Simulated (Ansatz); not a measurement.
# A low-energy model for ThBr4 (I4_1/amd): bands, U and J

How strongly is the local Coulomb interaction screened in ThBr4 (I4_1/amd)?

Calculated with Ansatz 0.2.0; non-magnetic LDA, then constrained RPA, plane waves, PAW.

## 1. Starting point

It takes space group I4_1/amd (No. 141, tetragonal). The conventional cell has a = 8.931 Å, b = 8.931 Å, c = 7.963 Å, α = 90.00°, β = 90.00°, γ = 90.00°. Nearest to Th lie 8 Br at 2.85 to 3.12 Å. Nearest to Br lie 2 Th at 2.85 to 3.12 Å. Farther neighbours and most contacts between anions are not listed.

Structure file:

```cif
data_structure
_symmetry_space_group_name_H-M 'P 1'
_symmetry_Int_Tables_number 1
_cell_length_a 7.4655
_cell_length_b 7.4655
_cell_length_c 7.4655
_cell_angle_alpha 106.525
_cell_angle_beta 106.525
_cell_angle_gamma 115.540
_cell_volume 317.58
loop_
_atom_site_label
_atom_site_type_symbol
_atom_site_fract_x
_atom_site_fract_y
_atom_site_fract_z
_atom_site_occupancy
Th1 Th 0.00000 0.00000 0.00000 1
Th2 Th 0.75000 0.25000 0.50000 1
Br3 Br 0.23200 0.92100 0.31100 1
Br4 Br 0.67100 0.86000 0.18900 1
Br5 Br 0.61000 0.92100 0.68900 1
Br6 Br 0.67100 0.48200 0.81100 1
Br7 Br 0.51800 0.32900 0.18900 1
Br8 Br 0.07900 0.76800 0.68900 1
Br9 Br 0.14000 0.32900 0.81100 1
Br10 Br 0.07900 0.39000 0.31100 1
```

The cell and positions come from the Crystallography Open Database and are kept as given unless a step says otherwise. The program's search for lower electronic states was switched off, so nothing shows that the state found is the lowest. Spin-orbit coupling is left out unless a step names it. The default PAW set here is soft_2. Its files were made with PBE.

## 2. LDA bands and orbital weights

This step: DFT, LDA, plane waves, PAW.

File input.yaml:

```yaml
crystal:
  lattice:
    - [-4.4655, 4.4655, 3.9815]
    - [4.4655, -4.4655, 3.9815]
    - [4.4655, 4.4655, -3.9815]
  atoms:
    - { symbol: Th, position: [0.0, 0.0, 0.0] }
    - { symbol: Th, position: [0.75, 0.25, 0.5] }
    - { symbol: Br, position: [0.232, 0.921, 0.311] }
    - { symbol: Br, position: [0.671, 0.86, 0.189] }
    - { symbol: Br, position: [0.61, 0.921, 0.689] }
    - { symbol: Br, position: [0.671, 0.482, 0.811] }
    - { symbol: Br, position: [0.518, 0.329, 0.189] }
    - { symbol: Br, position: [0.079, 0.768, 0.689] }
    - { symbol: Br, position: [0.14, 0.329, 0.811] }
    - { symbol: Br, position: [0.079, 0.39, 0.311] }
kpoints:
  mp_grid: { grid: [4, 4, 4] }
  band_path:
    path:
      - [[0.0, 0.0, 0.0], [0.0, 0.0, 0.5], [-0.5, 0.5, 0.5], [0.0, 0.0, 0.0], [0.44874365, 0.44874365, -0.44874365]]
      - [[-0.44874365, 0.55125635, 0.44874365], [-0.5, 0.5, 0.5]]
      - [[0.0, 0.0, 0.5], [0.25, 0.25, 0.25], [0.0, 0.5, 0.0], [0.0, 0.0, 0.0]]
    npoints: 10
hamiltonian:
  xc: lda
scf:
  occupations: { method: gaussian, width: 0.08 }
  n_extra_bands: 28
  max_iter: 150
  lower_state_search: "off"
output:
  eigenvalues: true
  fatbands: true
  write_density: true
  write_potential: true
  elf: true
  volumetric_format: npy
```

On the command line:

```bash
$ ansatz run input.yaml --threads 8 --pin off --max-ram 18432MiB --backend cpu --events-out ev --progress --plain --runs-dir out
```

Numbers of over 12 decimals in the logs are rounded to 6 here.

The program printed:

```text
Th: projections on atomic orbitals take those of the free atom [Xe 4f14 5d10] 5f0 6s2 6p6 6d2 7s2, of charge +0.00 (hamiltonian.pseudopotentials.projection_atoms); the dataset's partial waves leave at most 9.8e-5 of an orbital's norm unspanned inside its sphere
scf.n_extra_bands = 28 over 40 filled bands (N_el = 80.0): the run solves 68 bands
Engine: ansatz 0.2.0, aarch64-unknown-linux-gnu
Pseudopotentials: kind: paw
Pseudopotential: Th, paw, valence charge 12, recommended cutoff 420 eV (normal), Th.paw.azcp
Pseudopotential: Br, paw, valence charge 7, recommended cutoff 420 eV (normal), Br.paw.azcp
Functional definition: SPW92
  exchange = slater_x
  correlation = pw_c
Crystal: 10 atoms, lattice volume = 317.575 Å³
Basis set: ecut = 420 eV, 6209 PW (Γ)
Bands: 68, of which v1, the nominal top of the filled ones, is band 40 counted from 1 (39 counted from 0)
Symmetry: 16 space group operations
Space group: I41/amd (ITA 141), of the structure as read, at distance tolerance 6.8e-5 Å
k-points: 13 of 64
Non-local potential: Th, projectors of the file, l = 0: 3, l = 1: 2, l = 2: 2, l = 3: 3
Non-local potential: Br, projectors of the file, l = 0: 2, l = 1: 2, l = 2: 2
PAW form: soft (Blöchl's): semilocal exchange-correlation on the pseudo side does not see the compensation charge
PAW frozen core: Th, regenerated for the run's functional, and the local potential with it (the file was generated under x = pbe(κ = 0.804, μ = 0.219515), c = pbe(β = 0.066725))
PAW frozen core: Br, regenerated for the run's functional, and the local potential with it (the file was generated under x = pbe(κ = 0.804, μ = 0.219515), c = pbe(β = 0.066725))
PAW one-centre angular grid: Th, 590 points (default); XC on 64 Gauss nodes
PAW one-centre angular grid: Br, 110 points (default); XC on 64 Gauss nodes
Initial density: superposition of atomic densities (neutral atoms: chi_scale 0, normalization atom), corrected by the library's trained network
Initial wavefunctions: pseudopotential atomic-orbital guess
Functional: x = slater, c = lda
SCF iter   1: F=—  HF=-47312.656261 eV  |F-HF|=—  |Δ(HF+E_count)|=         —  Δρ=5.00e-3  dr2=3.56e-2  ethr=1.77e-3  ⟨swp⟩=7.0  Hψ=4210  notcnv=0  defer=23
preconditioner: auto → Resta (q_TF=auto, 2.168 Å⁻¹)  ε∞=3.7  [insulator: Δε(μ)=2.815 eV  Ē_g=11.144 eV  σ=0.080 eV  W_gap=1.00  n_scr=54 (ndim 8)  ℏωp=18.2 eV  f_vac=0.036  D(μ)=0.00/eV (n_scr^D=0)  ε∞_Penn≈3.7]
SCF iter   2: F=—  HF=-47312.661567 eV  |F-HF|=—  |Δ(HF+E_count)|=   5.31e-3  Δρ=2.72e-3  dr2=1.08e-2  ethr=4.44e-5  ⟨swp⟩=2.5  Hψ=1654  notcnv=0  defer=85
SCF iter   3: F=—  HF=-47312.663145 eV  |F-HF|=—  |Δ(HF+E_count)|=   1.58e-3  Δρ=3.75e-4  dr2=6.51e-4  ethr=1.36e-5  ⟨swp⟩=1.1  Hψ=685  notcnv=0  defer=85
SCF iter   4: F=—  HF=-47312.663099 eV  |F-HF|=—  |Δ(HF+E_count)|=   4.57e-5  Δρ=1.26e-4  dr2=1.12e-4  ethr=8.13e-7  ⟨swp⟩=2.1  Hψ=1059  notcnv=0  defer=85
SCF iter   5: F=—  HF=-47312.663094 eV  |F-HF|=—  |Δ(HF+E_count)|=   5.47e-6  Δρ=4.21e-5  dr2=9.45e-6  ethr=1.41e-7  ⟨swp⟩=2.0  Hψ=967  notcnv=0  defer=85
SCF iter   6: F=—  HF=-47312.662982 eV  |F-HF|=—  |Δ(HF+E_count)|=   1.11e-4  Δρ=1.17e-5  dr2=8.29e-7  ethr=1.18e-8  ⟨swp⟩=2.4  Hψ=1090  notcnv=0  defer=85
SCF iter   7: F=-47312.662983 eV  HF=-47312.662983 eV  |F-HF|=8.75e-9  |Δ(HF+E_count)|=   3.21e-7  Δρ=2.50e-6  dr2=3.88e-8  ethr=1.25e-10  ⟨swp⟩=10.7  Hψ=3925  notcnv=0
SCF 1 converged in 7 iterations: F = -47312.662983 eV  dr2 = 3.88e-8
  greatest PAW one-centre occupation: 0.981 electrons in one spin orbital (limit 2), on the Th atom at site 1 (counted from 0), in its partial waves of l = 0
NSCF: frozen V_eff on 83 k-points
SCF converged after 7 iterations
Free energy (F): -47312.662983 eV
Harris-Foulkes:  -47312.662983 eV  (|F-HF|=8.75e-9)
Internal energy: -47312.662983 eV  (E = F + TS)
E sigma→0 (E₀):  -47312.662983 eV
Fermi energy:    5.742620 eV
--- Per-component energies (eV) ---
  E_band       = -318.803333
  E_kinetic    = 1521.244042
  E_local      = -3016.531704  (includes V_loc(G=0)·N_el)
  E_nonlocal   = 899.076230
  E_hartree    = 835.050130
  E_xc         = -2862.221515
  E_vxc        = -1196.180249  (∫ρ·V_xc dr)
  E_paw        = -40666.860762  (= ΣΔE_a)
  E_vpaw       = -196.515467  (= ΣTr[D̂ρ^β])
  E_aug_tail   = -0.000003  (compensation charges beyond the density's cutoff)
  E_ewald      = -4024.553249
  E_core_change = 2.133848  (= ΣΔE_core)
  E_smearing   = -0.000000  (= −TS)
  E_closure    = 0.000000  (closes the sum)
  Σ components = -47312.662983   (vs F -47312.662983, Δ=0.00e0)
--- Band table (eV; the first three rows and the last of 13) ---
  k-point 0: bands = [... 36 lower, 3.8636, 3.8636, 3.9870, 4.3115, 7.1737, 7.2706, 7.2875, 7.4764, ... 24 higher]
  k-point 1: bands = [... 36 lower, 3.4310, 3.7284, 3.7862, 4.1850, 7.1919, 7.3052, 7.3165, 7.3864, ... 24 higher]
  k-point 2: bands = [... 36 lower, 3.4191, 3.4191, 3.8983, 3.8983, 7.2837, 7.2837, 7.3651, 7.3651, ... 24 higher]
  k-point 12: bands = [... 36 lower, 3.3542, 3.3542, 3.9393, 3.9393, 7.2838, 7.2838, 7.3145, 7.3145, ... 24 higher]
```

Wall time 12 s (8 threads of Arm Neoverse V2, shared host); peak memory 1.6 GiB; 95 s of CPU time.

In the SCF lines HF is the Harris–Foulkes energy and dr2 the Hartree energy of the density residual, in eV; the loop may stop once dr2 is under the threshold and the program's other checks hold. Hψ counts applications of the Hamiltonian.

Numbers from this step:

```
filled bands         : 40
gap                  : 2.862 eV
valence top at       : Γ
conduction bottom at : Γ
least direct gap     : 2.862 eV
```

The gap is direct, at Γ.

The electronic bands at the labelled points (eV, zero at the Fermi level):

```
     point  band 37  band 38  band 39  band 40  band 41  band 42  band 43  band 44
         Γ    -1.88    -1.88    -1.76    -1.43     1.43     1.53     1.54     1.73
   halfway    -2.31    -2.01    -1.96    -1.56     1.45     1.56     1.57     1.64
         X    -2.32    -2.32    -1.84    -1.84     1.54     1.54     1.62     1.62
   halfway    -2.30    -2.30    -1.95    -1.95     1.55     1.55     1.62     1.62
         M    -2.39    -2.39    -1.80    -1.80     1.54     1.54     1.57     1.57
   halfway    -2.34    -2.13    -1.87    -1.70     1.49     1.56     1.58     1.64
         Γ    -1.88    -1.88    -1.76    -1.43     1.43     1.53     1.54     1.73
   halfway    -2.15    -2.03    -2.03    -1.92     1.50     1.53     1.59     1.61
         Z    -2.54    -2.23    -1.82    -1.82     1.54     1.54     1.55     1.59
jump to Z0    -2.54    -2.23    -1.82    -1.82     1.54     1.54     1.55     1.59
   halfway    -2.47    -2.31    -1.81    -1.81     1.54     1.54     1.56     1.58
         M    -2.39    -2.39    -1.80    -1.80     1.54     1.54     1.57     1.57
 jump to X    -2.32    -2.32    -1.84    -1.84     1.54     1.54     1.62     1.62
   halfway    -2.25    -2.25    -1.86    -1.86     1.56     1.56     1.61     1.61
         P    -2.08    -2.08    -1.92    -1.92     1.57     1.57     1.60     1.60
   halfway    -2.08    -2.06    -2.01    -1.89     1.53     1.55     1.60     1.60
         N    -2.10    -2.08    -2.07    -1.88     1.52     1.53     1.56     1.60
   halfway    -2.09    -1.95    -1.84    -1.75     1.48     1.54     1.55     1.64
         Γ    -1.88    -1.88    -1.76    -1.43     1.43     1.53     1.54     1.73
```

Of the projections kept (Th 6d, Th 5f, Br 4p), the largest for each band there; the rest of the weight can lie on other orbitals:

```
point     band 37     band 38     band 39     band 40     band 41     band 42     band 43     band 44
    Γ  Br 4p 0.87  Br 4p 0.87  Br 4p 0.99  Br 4p 0.98  Th 5f 0.69  Th 5f 0.98  Th 5f 0.96  Th 5f 0.90
    X  Br 4p 0.94  Br 4p 0.94  Br 4p 0.94  Br 4p 0.94  Th 5f 0.67  Th 5f 0.67  Th 5f 0.93  Th 5f 0.93
    M  Br 4p 0.90  Br 4p 0.90  Br 4p 0.93  Br 4p 0.93  Th 5f 0.95  Th 5f 0.95  Th 5f 0.92  Th 5f 0.92
    Γ  Br 4p 0.87  Br 4p 0.87  Br 4p 0.99  Br 4p 0.98  Th 5f 0.69  Th 5f 0.98  Th 5f 0.96  Th 5f 0.90
    Z  Br 4p 0.93  Br 4p 0.89  Br 4p 0.92  Br 4p 0.92  Th 5f 0.94  Th 5f 0.94  Th 5f 0.93  Th 5f 0.91
   Z0  Br 4p 0.93  Br 4p 0.89  Br 4p 0.92  Br 4p 0.92  Th 5f 0.94  Th 5f 0.94  Th 5f 0.93  Th 5f 0.91
```

Electrostatic potential energy in the ac plane of the conventional cell at fractional y = 0.000, with atoms of Th and Br within 0.2 Å of it. With pseudopotentials it is smooth inside the atoms' cores, unlike the true potential.

Ten even steps from '_' (-74 eV) to '@' (11 eV), each cell a mean:
```
____==##@@@@%%####%%@@@@@@@@@@@@%%##%%@@@@%%**..__
..--**%%@@@@@@@@@@@@@@%%%%%%%%@@@@@@@@@@@@%%##==..
++**%%@@@@@@@@@@@@@@%%##****##%%@@@@@@@@@@@@%%##**
%%%%@@@@@@@@@@@@@@%%**--..::==##%%@@@@@@@@@@@@%%%%
@@@@@@%%####%%@@@@##==______::**%%@@@@%%##%%@@@@@@
@@@@%%++::::++%%%%##--______..**%%%%##--::--##@@@@
@@@@##::____::##%%%%++..____--**%%%%++______++%%@@
@@@@##::____::##@@%%##++--==**%%@@%%++______++%%@@
@@@@%%++::::++%%@@@@%%%%####%%%%@@@@##--::--##@@@@
@@@@@@%%####%%@@@@@@@@@@%%@@@@@@@@@@@@%%##%%@@@@@@
@@@@@@@@@@@@@@@@@@@@@@@@@@@@@@@@@@@@@@@@@@@@@@@@@@
@@@@@@@@@@@@@@@@@@@@@@@@@@@@@@@@@@@@@@@@@@@@@@@@@@
@@@@@@@@@@@@@@@@@@@@@@@@@@@@@@@@@@@@@@@@@@@@@@@@@@
@@@@@@@@@@@@@@@@@@@@@@@@@@@@@@@@@@@@@@@@@@@@@@@@@@
@@@@@@@@@@@@@@@@@@@@@@@@@@@@@@@@@@@@@@@@@@@@@@@@@@
@@@@@@@@@@@@@@@@@@@@@@@@@@@@@@@@@@@@@@@@@@@@@@@@@@
@@@@@@@@@@@@@@@@@@@@@@@@@@@@@@@@@@@@@@@@@@@@@@@@@@
@@@@@@@@@@@@%%####%%@@@@@@@@@@@@%%##%%@@@@@@@@@@@@
##%%%%@@@@%%++::::++%%@@@@@@@@##--::--##@@@@@@%%##
--++##%%@@##::____::##@@@@@@%%==______++%%@@%%**==
__..++%%%%##::____::##@@@@@@%%==______++%%%%**--__
____--##%%%%++::::++%%@@@@@@@@##--..--##%%%%++..__
```
Columns run along a (8.9 Å; values clipped at the 3rd and 97th percentile), rows up along c (8.0 Å), edges of the conventional cell, whose origin can differ from the input's. Atoms in or near the plane, at fractional coordinates: Th at (0.00, 0.00), Th at (0.50, 0.75), Br at (0.19, 0.67), Br at (0.81, 0.67), Br at (0.69, 0.08), Br at (0.31, 0.08).

ELF in the ac plane of the conventional cell at fractional y = 0.000, with atoms of Th and Br within 0.2 Å of it. It is the smooth field of the valence electrons, not physical close to the nuclei.

Ten even steps from '0' (0.01) to '9' (0.88), each cell a mean:
```
1584268999731158999742773
7972124665322224665311598
7742211222477752221121267
2235664212797885113566422
1379998624851386247899851
1599669845840177479758972
1695006954874586488203883
1696116962588863488203883
0599668851135421379768972
0379999730001100158999851
0036886310000000025787510
0001332000001100001332000
0000000000000000000000000
0000000000000000000000000
0000000000000000000000000
1000002321000000233100001
0000136886300015787520000
1000379999730159999851001
5311588679950279868973124
8852696116961388303983368
4774696006961388203884685
0485588669951389757974771
```
Columns run along a (8.9 Å), rows up along c (8.0 Å), edges of the conventional cell, whose origin can differ from the input's. Atoms in or near the plane, at fractional coordinates: Th at (0.00, 0.00), Th at (0.50, 0.75), Br at (0.19, 0.67), Br at (0.81, 0.67), Br at (0.69, 0.08), Br at (0.31, 0.08).

[end of part 1 of 3]

[Paths, hosts, dates, memory and timing lines, banners, echoed tables and standing remarks are left out of the program output.]

[Logs are printed without paths, hosts, clocks, repeated set-up lines and the standing remarks that a program may print on its own settings, such as how far it seeks lower states.]

[Runs of the session that timed out or met a known fault of the program may be left out.]

[Hosts, paths, dates, database ids (printed as entryN), source tags and the programs' standing remarks are cut or masked in the printed files.]
